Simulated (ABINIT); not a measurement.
# AgCl (Fm-3m): G0W0 on several meshes in ABINIT

How does the mesh move the gap of AgCl (Fm-3m)?

Calculated with ABINIT 10.8.3; PBE and many-body steps on it, plane waves.

**1. Set-up**

It takes space group Fm-3m (No. 225, cubic). Conventional cell: a = 5.597 Å, b = 5.597 Å, c = 5.597 Å, α = 90.00°, β = 90.00°, γ = 90.00°. Nearest to Ag lie 6 Cl at 2.80 Å. Cl has 6 Ag at 2.80 Å nearest. Farther neighbours and most contacts between anions are not listed.

As a file:

```cif
data_structure
_symmetry_space_group_name_H-M 'P 1'
_symmetry_Int_Tables_number 1
_cell_length_a 3.9577
_cell_length_b 3.9577
_cell_length_c 3.9577
_cell_angle_alpha 60.000
_cell_angle_beta 60.000
_cell_angle_gamma 60.000
_cell_volume 43.83
loop_
_atom_site_label
_atom_site_type_symbol
_atom_site_fract_x
_atom_site_fract_y
_atom_site_fract_z
_atom_site_occupancy
Ag1 Ag 0.00000 0.00000 0.00000 1
Cl2 Cl 0.50000 0.50000 0.50000 1
```

 The runs that relaxed it are not among those shown.

**2. Empty states on the mesh, 6×6×6 mesh, 414 bands**

This step: ABINIT 10.8.3; DFT, PBE, plane waves, norm-conserving pseudopotentials.

The sums over transitions need many empty states on a uniform mesh; this step solves for them.

run.abi reads:

```
acell 3*1.0 Angstrom
rprim 
  0.000000000000 2.798500000000 2.798500000000
  2.798500000000 0.000000000000 2.798500000000
  2.798500000000 2.798500000000 -0.000000000000
ntypat 2
znucl 47 17
natom 2
typat 1 2
xred 
  0.000000000000 0.000000000000 0.000000000000
  0.500000000000 0.500000000000 0.500000000000
pp_dirpath "pseudos"
pseudos "Ag.upf, Cl.upf"
ecut 37
ngkpt 6 6 6
nshiftk 1
shiftk 0 0 0
kptopt 1
chksymbreak 0
irdden 1
istwfk *1
nband 414
prtvol 0
optdriver 6
gwr_task "HDIAGO"
paral_kgb 0
occopt 1
indata_prefix "in"
outdata_prefix "out"
tmpdata_prefix "tmp"
```

Launch:

```bash
$ OMP_NUM_THREADS=1 mpirun -n 8 abinit run.abi > log
```

The program printed:

```text
.Version 10.8.3 of ABINIT. v10.8.2 released Aug 2026.

 Symmetries : space group Fm -3 m (#225); Bravais cF (face-center cubic)
[... echo of the input left out ...]
== DATASET  1 ==================================================================
-   mpi_nproc: 8, omp_nthreads: 1 (-1 if OMP is not activated)

--- !DatasetInfo
iteration_state: {dtset: 1, }
dimensions: {natom: 2, nkpt: 16, mband: 414, nsppol: 1, nspinor: 1, nspden: 1, mpw: 3218, }
cutoff_energies: {ecut:  37.0, pawecutdg:  -1.0, }
[...]
Indirect band gap semiconductor
 Fundamental gap:     0.921 (eV)
   VBM:     4.308 (eV) at k: [ 5.0000E-01,  0.0000E+00,  0.0000E+00]
   CBM:     5.229 (eV) at k: [ 0.0000E+00,  0.0000E+00,  0.0000E+00]
 Direct gap:         3.124 (eV) at k: [ 0.0000E+00,  0.0000E+00,  0.0000E+00]

== END DATASET(S) ==============================================================
================================================================================

 -outvars: echo values of variables after computation  --------
           etotal      0.0000000000E+00
            nband         414
             nkpt          16
          spgroup         225
 [... the other variables as echoed above ...]

 Calculation completed.
```

The job ended after 58 s (8 MPI ranks of Arm Neoverse V1, shared host; peak memory 4.9 GiB; 7.7 min of CPU time).

Numbers from this step:

```yaml
gap: 0.9214 eV
k_of_the_valence_top: 0.5, 0, 0
k_of_the_conduction_bottom: 0, 0, 0
least_direct_gap: 3.124 eV
k_points_computed: 16
lowest_point_of_the_top_converged_band_above_the_valence_top: 238.1226 eV
```

On this mesh the gap is 0.921 eV.

The density comes from a self-consistent run that is not shown.

**3. Screening, 6×6×6 mesh, 173 bands, screening to 212.2 eV**

The RPA dielectric matrix is built and inverted for each q.

This step: RPA screening on PBE, plane waves, norm-conserving pseudopotentials.

Edit run.abi of step 2 so:

```diff
@@ -20,10 +20,11 @@
 chksymbreak 0
-irdden 1
 istwfk *1
-nband 414
-prtvol 0
-optdriver 6
-gwr_task "HDIAGO"
-paral_kgb 0
 occopt 1
+irdwfk 1
+optdriver 3
+nband 173
+ecuteps 7.8
+inclvkb 2
+awtr 1
+symchi 1
 indata_prefix "in"
```

The program printed:

```text
.Version 10.8.3 of ABINIT. v10.8.2 released Aug 2026.

 Symmetries : space group Fm -3 m (#225); Bravais cF (face-center cubic)
[... echo of the input left out ...]
== DATASET  1 ==================================================================
-   mpi_nproc: 8, omp_nthreads: 1 (-1 if OMP is not activated)

--- !DatasetInfo
iteration_state: {dtset: 1, }
dimensions: {natom: 2, nkpt: 16, mband: 173, nsppol: 1, nspinor: 1, nspden: 1, mpw: 3218, }
cutoff_energies: {ecut:  37.0, pawecutdg:  -1.0, }
electrons: {nelect:   2.60000000E+01, charge:   0.00000000E+00, occopt:   1.00000000E+00, tsmear:   1.00000000E-02, }

 SCREENING: Calculation of the susceptibility and dielectric matrices

 Based on a program developped by R.W. Godby, V. Olevano, G. Onida, and L. Reining.
 Incorporated in ABINIT by V. Olevano, G.-M. Rignanese, and M. Torrent.
.Using double precision arithmetic ; gwpc =  8

[... cell and pseudopotentials left out ...]
--------------------------------------------------------------------------------

 ==== K-mesh for the wavefunctions ====
 Number of points in the irreducible wedge :    16
[... list of points left out ...]
 Together with 48 symmetry operations and time-reversal symmetry
 yields   216 points in the full Brillouin Zone.

 ==== Q-mesh for the screening function ====
 Number of points in the irreducible wedge :    16
[... list of points left out ...]
 Together with 48 symmetry operations and time-reversal symmetry
 yields   216 points in the full Brillouin Zone.

 setmesh: FFT mesh size selected  =    30x   30x   30
          total number of points  =        27000

 vcoul_init : cutoff-mode = AUXILIARY_FUNCTION
 q-points for optical limit:   1
     1)      0.000010    0.000020    0.000030

- screening: taking advantage of time-reversal symmetry
- Maximum band index for partially occupied states nbvw = 13
- Remaining bands to be divided among processors   nbcw = 160
- Number of bands treated by each node ~20

 Number of electrons calculated from density =   26.0000; Expected =   26.0000
 average of density, n =  0.087896
 r_s =    1.3952
 omega_plasma =   28.5984 [eV]

 calculating chi0 at frequencies [eV] :
  1    0.000000E+00    0.000000E+00
  2    0.000000E+00    2.859835E+01

--------------------------------------------------------------------------------
  q-point number  1        q = ( 0.000000, 0.000000, 0.000000) [r.l.u.]
--------------------------------------------------------------------------------
[... chi0 elements left out ...]
 For q-point:  0.000010 0.000020 0.000030
  dielectric constant =   4.8500
  dielectric constant without local fields =   5.3125

  Average fulfillment of the sum rule on Im[epsilon] for q-point    1 :     78.41  [%]
[... wings left out ...]
  q-point number  2        q = ( 0.166667, 0.000000, 0.000000) [r.l.u.]
--------------------------------------------------------------------------------
[... chi0 elements left out ...]
  Average fulfillment of the sum rule on Im[epsilon] for q-point    2 :     89.59  [%]

 [... 14 further q-points ...]
```

Run time: 4.1 min. Hardware: 8 MPI ranks; peak memory 3 GiB.

Numbers from this step:

```yaml
eps_infinity_with_local_fields_on_this_mesh_along_the_program_s_q_direction: 4.85
the_same_without_local_fields: 5.312
plasma_frequency: 28.60 eV
plane_waves_in_the_screening_matrix: 331
```

Local fields lower ε∞ by 9 %.

**4. 6×6×6**

The self-energy is evaluated for the states that the input lists, and the levels follow from it, in one-shot runs by the linearised quasiparticle equation.

This step: G0W0 on PBE, plane waves, norm-conserving pseudopotentials.

Edit run.abi of step 3 so:

```diff
@@ -23,8 +23,17 @@
 irdwfk 1
-optdriver 3
+optdriver 4
 nband 173
+gwcalctyp 0
+ecutsigx 37
+symsigma 1
+nkptgw 2
+kptgw 
+  0.5000000000 0.0000000000 0.0000000000
+  0.0000000000 0.0000000000 0.0000000000
+bdgw 
+  12 15
+  11 17
 ecuteps 7.8
-inclvkb 2
-awtr 1
-symchi 1
+irdscr 1
+ppmodel 1
 indata_prefix "in"
```

The program printed:

```text
.Version 10.8.3 of ABINIT. v10.8.2 released Aug 2026.

 Symmetries : space group Fm -3 m (#225); Bravais cF (face-center cubic)
[... echo of the input left out ...]
== DATASET  1 ==================================================================
-   mpi_nproc: 8, omp_nthreads: 1 (-1 if OMP is not activated)

--- !DatasetInfo
iteration_state: {dtset: 1, }
dimensions: {natom: 2, nkpt: 16, mband: 173, nsppol: 1, nspinor: 1, nspden: 1, mpw: 3218, }
cutoff_energies: {ecut:  37.0, pawecutdg:  -1.0, }
electrons: {nelect:   2.60000000E+01, charge:   0.00000000E+00, occopt:   1.00000000E+00, tsmear:   1.00000000E-02, }

 SIGMA: Calculation of the GW corrections

 Based on a program developped by R.W. Godby, V. Olevano, G. Onida, and L. Reining.
 Incorporated in ABINIT by V. Olevano, G.-M. Rignanese, and M. Torrent.
.Using double precision arithmetic ; gwpc =  8

[... cell and pseudopotentials left out ...]
--------------------------------------------------------------------------------

 ==== K-mesh for the wavefunctions ====
 Number of points in the irreducible wedge :    16
[... list of points left out ...]
 Together with 48 symmetry operations and time-reversal symmetry
 yields   216 points in the full Brillouin Zone.

 ==== Q-mesh for screening function ====
 Number of points in the irreducible wedge :    16
[... list of points left out ...]
 Together with 48 symmetry operations and time-reversal symmetry
 yields   216 points in the full Brillouin Zone.

 vcoul_init : cutoff-mode = AUXILIARY_FUNCTION
 q-points for optical limit:   1
     1)      0.000010    0.000020    0.000030
 setmesh: FFT mesh size selected  =    45x   45x   45
          total number of points  =        91125

 Number of electrons calculated from density =   26.0000; Expected =   26.0000
 average of density, n =  0.087896
 r_s =    1.3952
 omega_plasma =   28.5984 [eV]

 === KS Band Gaps ===
  >>>> For spin  1
   Minimum direct gap =   3.1244 [eV], located at k-point      :   0.0000  0.0000  0.0000
   Fundamental gap    =   0.9214 [eV], Top of valence bands at :   0.5000  0.0000  0.0000
                                       Bottom of conduction at :   0.0000  0.0000  0.0000
 SIGMA fundamental parameters:
 PLASMON POLE MODEL  1
 number of plane-waves for SigmaX                 3143
 number of plane-waves for SigmaC and W            331
 number of plane-waves for wavefunctions          3143
 number of bands                                   173
 number of independent spin polarizations            1
 number of spinorial components                      1
 number of k-points in IBZ                          16
 number of q-points in IBZ                          16
 number of symmetry operations                      48
 number of k-points in BZ                          216
 number of q-points in BZ                          216
 number of frequencies for dSigma/dE                 9
 frequency step for dSigma/dE [eV]                0.25
 number of omega for Sigma on real axis              0
 max omega for Sigma on real axis  [eV]           0.00
 zcut for avoiding poles [eV]                     0.10

 EPSILON^-1 parameters (SCR file):
 dimension of the eps^-1 matrix on file            331
 dimension of the eps^-1 matrix used               331
 number of plane-waves for wavefunctions          3143
 number of bands                                   173
 number of q-points in IBZ                          16
 number of frequencies                               2
 number of real frequencies                          1
 number of imag frequencies                          1

 matrix elements of self-energy operator (all in [eV])

 Perturbative Calculation

--- !SelfEnergy_ee
iteration_state: {dtset: 1, }
kpoint     : [   0.500,    0.000,    0.000, ]
spin       : 1
KS_gap     :    4.314
QP_gap     :    5.511
Delta_QP_KS:    1.198
data: !SigmaeeData |
     Band     E0 <VxcDFT>   SigX SigC(E0)      Z dSigC/dE  Sig(E)    E-E0       E
       12   4.308 -21.438 -26.414   3.626   0.794  -0.259 -22.510  -1.072   3.235
       13   4.308 -21.438 -26.414   3.626   0.794  -0.259 -22.510  -1.072   3.235
       14   8.621  -8.967  -4.827  -3.991   0.837  -0.195  -8.842   0.125   8.747
       15  10.699 -13.610  -7.677  -5.128   0.801  -0.248 -12.965   0.644  11.343

--- !SelfEnergy_ee
iteration_state: {dtset: 1, }
kpoint     : [   0.000,    0.000,    0.000, ]
spin       : 1
KS_gap     :    3.124
QP_gap     :    4.655
Delta_QP_KS:    1.531
data: !SigmaeeData |
     Band     E0 <VxcDFT>   SigX SigC(E0)      Z dSigC/dE  Sig(E)    E-E0       E
       11   2.105 -14.483 -18.724   2.577   0.789  -0.268 -15.795  -1.312   0.793
       12   2.105 -14.483 -18.724   2.577   0.789  -0.268 -15.795  -1.312   0.793
       13   2.105 -14.483 -18.724   2.577   0.789  -0.268 -15.795  -1.312   0.793
       14   5.229 -10.715  -6.617  -3.834   0.830  -0.205 -10.496   0.219   5.448
       15  15.026 -12.073  -6.782  -4.521   0.821  -0.219 -11.441   0.632  15.658
       16  15.026 -12.073  -6.782  -4.521   0.821  -0.219 -11.441   0.632  15.658
       17  15.026 -12.073  -6.782  -4.521   0.821  -0.219 -11.441   0.632  15.658

== END DATASET(S) ==============================================================
================================================================================

 -outvars: echo values of variables after computation  --------
           etotal      0.0000000000E+00
            nband         173
             nkpt          16
          spgroup         225
 [... the other variables as echoed above ...]

 Calculation completed.
```

It took 31 s on 8 MPI ranks; peak memory 3.1 GiB.

This step gave:

| Quantity | Value |
| --- | --- |
| G0W0 gap on the points computed | 2.213 eV |
| starting gap on the mesh | 0.9214 eV |
| k of the valence top | 0.5, 0, 0 |
| k of the conduction bottom | 0, 0, 0 |
| Z at the valence top | 0.794 |
| Z at the conduction bottom | 0.83 |
| least direct G0W0 gap on the computed points | 4.655 eV |

The gap on the mesh goes from 0.92 eV to 2.21 eV, a correction of +1.29 eV.

**5. Empty states on the mesh, 4×4×4 mesh, 181 bands**

This step: DFT, PBE, plane waves, norm-conserving pseudopotentials.

Edit run.abi of step 4 so:

```diff
@@ -15,3 +15,3 @@
 ecut 37
-ngkpt 6 6 6
+ngkpt 4 4 4
 nshiftk 1
@@ -20,20 +20,10 @@
 chksymbreak 0
+irdden 1
 istwfk *1
+nband 181
+prtvol 0
+optdriver 6
+gwr_task "HDIAGO"
+paral_kgb 0
 occopt 1
-irdwfk 1
-optdriver 4
-nband 173
-gwcalctyp 0
-ecutsigx 37
-symsigma 1
-nkptgw 2
-kptgw 
-  0.5000000000 0.0000000000 0.0000000000
-  0.0000000000 0.0000000000 0.0000000000
-bdgw 
-  12 15
-  11 17
-ecuteps 7.8
-irdscr 1
-ppmodel 1
 indata_prefix "in"
```

The program printed:

```text
[banner, memory and clock lines left out]
.Version 10.8.3 of ABINIT. v10.8.2 released Aug 2026.

 Symmetries : space group Fm -3 m (#225); Bravais cF (face-center cubic)
[... echo of the input left out ...]
== DATASET  1 ==================================================================
-   mpi_nproc: 8, omp_nthreads: 1 (-1 if OMP is not activated)

--- !DatasetInfo
iteration_state: {dtset: 1, }
dimensions: {natom: 2, nkpt: 8, mband: 181, nsppol: 1, nspinor: 1, nspden: 1, mpw: 3218, }
cutoff_energies: {ecut:  37.0, pawecutdg:  -1.0, }
[...]
Integrated=    2.6000E+01

 === KS gaps after direct diagonalization ===
 Indirect band gap semiconductor
 Fundamental gap:     0.921 (eV)
   VBM:     4.308 (eV) at k: [ 5.0000E-01,  0.0000E+00,  0.0000E+00]
   CBM:     5.229 (eV) at k: [ 0.0000E+00,  0.0000E+00,  0.0000E+00]
 Direct gap:         3.124 (eV) at k: [ 0.0000E+00,  0.0000E+00,  0.0000E+00]

== END DATASET(S) ==============================================================

 -outvars: echo values of variables after computation  --------
           etotal      0.0000000000E+00
            nband         181
             nkpt           8
          spgroup         225
 [... the other variables as echoed above ...]

 Calculation completed.
```

Wall time 30 s (8 MPI ranks); peak memory 4.8 GiB.

Numbers from this step:

```
gap                                                           : 0.9214 eV
k of the valence top                                          : 0.5, 0, 0
k of the conduction bottom                                    : 0, 0, 0
least direct gap                                              : 3.124 eV
k points computed                                             : 8
lowest point of the top converged band, above the valence top : 126.0988 eV
```

On this mesh the gap is 0.921 eV.

**6. Screening, 4×4×4 mesh, 173 bands, screening to 212.2 eV**

This step: RPA screening on PBE, plane waves, norm-conserving pseudopotentials.

Edit run.abi of step 5 so:

```diff
@@ -20,10 +20,11 @@
 chksymbreak 0
-irdden 1
 istwfk *1
-nband 181
-prtvol 0
-optdriver 6
-gwr_task "HDIAGO"
-paral_kgb 0
 occopt 1
+irdwfk 1
+optdriver 3
+nband 173
+ecuteps 7.8
+inclvkb 2
+awtr 1
+symchi 1
 indata_prefix "in"
```

The program printed:

```text
.Version 10.8.3 of ABINIT. v10.8.2 released Aug 2026.

 Symmetries : space group Fm -3 m (#225); Bravais cF (face-center cubic)
[... echo of the input left out ...]
== DATASET  1 ==================================================================
-   mpi_nproc: 8, omp_nthreads: 1 (-1 if OMP is not activated)

--- !DatasetInfo
iteration_state: {dtset: 1, }
dimensions: {natom: 2, nkpt: 8, mband: 173, nsppol: 1, nspinor: 1, nspden: 1, mpw: 3218, }
cutoff_energies: {ecut:  37.0, pawecutdg:  -1.0, }
electrons: {nelect:   2.60000000E+01, charge:   0.00000000E+00, occopt:   1.00000000E+00, tsmear:   1.00000000E-02, }

 SCREENING: Calculation of the susceptibility and dielectric matrices

 Based on a program developped by R.W. Godby, V. Olevano, G. Onida, and L. Reining.
 Incorporated in ABINIT by V. Olevano, G.-M. Rignanese, and M. Torrent.
.Using double precision arithmetic ; gwpc =  8

[... cell and pseudopotentials left out ...]
--------------------------------------------------------------------------------

 ==== K-mesh for the wavefunctions ====
 Number of points in the irreducible wedge :     8
[... list of points left out ...]
 Together with 48 symmetry operations and time-reversal symmetry
 yields    64 points in the full Brillouin Zone.

 ==== Q-mesh for the screening function ====
 Number of points in the irreducible wedge :     8
[... list of points left out ...]
 Together with 48 symmetry operations and time-reversal symmetry
 yields    64 points in the full Brillouin Zone.

 setmesh: FFT mesh size selected  =    30x   30x   30
          total number of points  =        27000

 vcoul_init : cutoff-mode = AUXILIARY_FUNCTION
 q-points for optical limit:   1
     1)      0.000010    0.000020    0.000030

- screening: taking advantage of time-reversal symmetry
- Maximum band index for partially occupied states nbvw = 13
- Remaining bands to be divided among processors   nbcw = 160
- Number of bands treated by each node ~20

 Number of electrons calculated from density =   26.0000; Expected =   26.0000
 average of density, n =  0.087896
 r_s =    1.3952
 omega_plasma =   28.5984 [eV]

 calculating chi0 at frequencies [eV] :
  1    0.000000E+00    0.000000E+00
  2    0.000000E+00    2.859835E+01

--------------------------------------------------------------------------------
  q-point number  1        q = ( 0.000000, 0.000000, 0.000000) [r.l.u.]
--------------------------------------------------------------------------------
[... chi0 elements left out ...]
 For q-point:  0.000010 0.000020 0.000030
  dielectric constant =   5.1633
  dielectric constant without local fields =   5.6297

  Average fulfillment of the sum rule on Im[epsilon] for q-point    1 :     78.36  [%]
[... wings left out ...]
  q-point number  2        q = ( 0.250000, 0.000000, 0.000000) [r.l.u.]
--------------------------------------------------------------------------------
[... chi0 elements left out ...]
  Average fulfillment of the sum rule on Im[epsilon] for q-point    2 :     87.11  [%]

 [... 6 further q-points ...]
```

It took 41 s on 8 MPI ranks; peak memory 1.7 GiB.

This step gave:

```yaml
eps_infinity_with_local_fields_on_this_mesh_along_the_program_s_q_direction: 5.163
the_same_without_local_fields: 5.630
plasma_frequency: 28.60 eV
plane_waves_in_the_screening_matrix: 331
```

(Continued in part 2 of 2.)

[Paths, hosts, dates, memory and timing lines, banners, echoed tables and standing remarks are left out of the program output.]

[Logs are printed without paths, hosts, clocks, repeated set-up lines and the standing remarks that a program may print on its own settings, such as how far it seeks lower states.]

[Runs of the session that timed out or met a known fault of the program may be left out.]

[No measured gap is set beside runs whose start may be inverted or whose files or cutoffs have a known fault.]

[Hosts, paths, dates, database ids (printed as entryN), source tags and the programs' standing remarks are cut or masked in the printed files.]

[G0W0 gaps are taken among the corrected bands and points alone; a level outside them can change the order at an edge.]

[Where Ansatz stands beside ABINIT at settings called matched, ABINIT's density can come from a denser mesh and the files from another edition; pairs whose starting gaps differed by over 0.03 eV were left out, so agreement reads better than it is.]
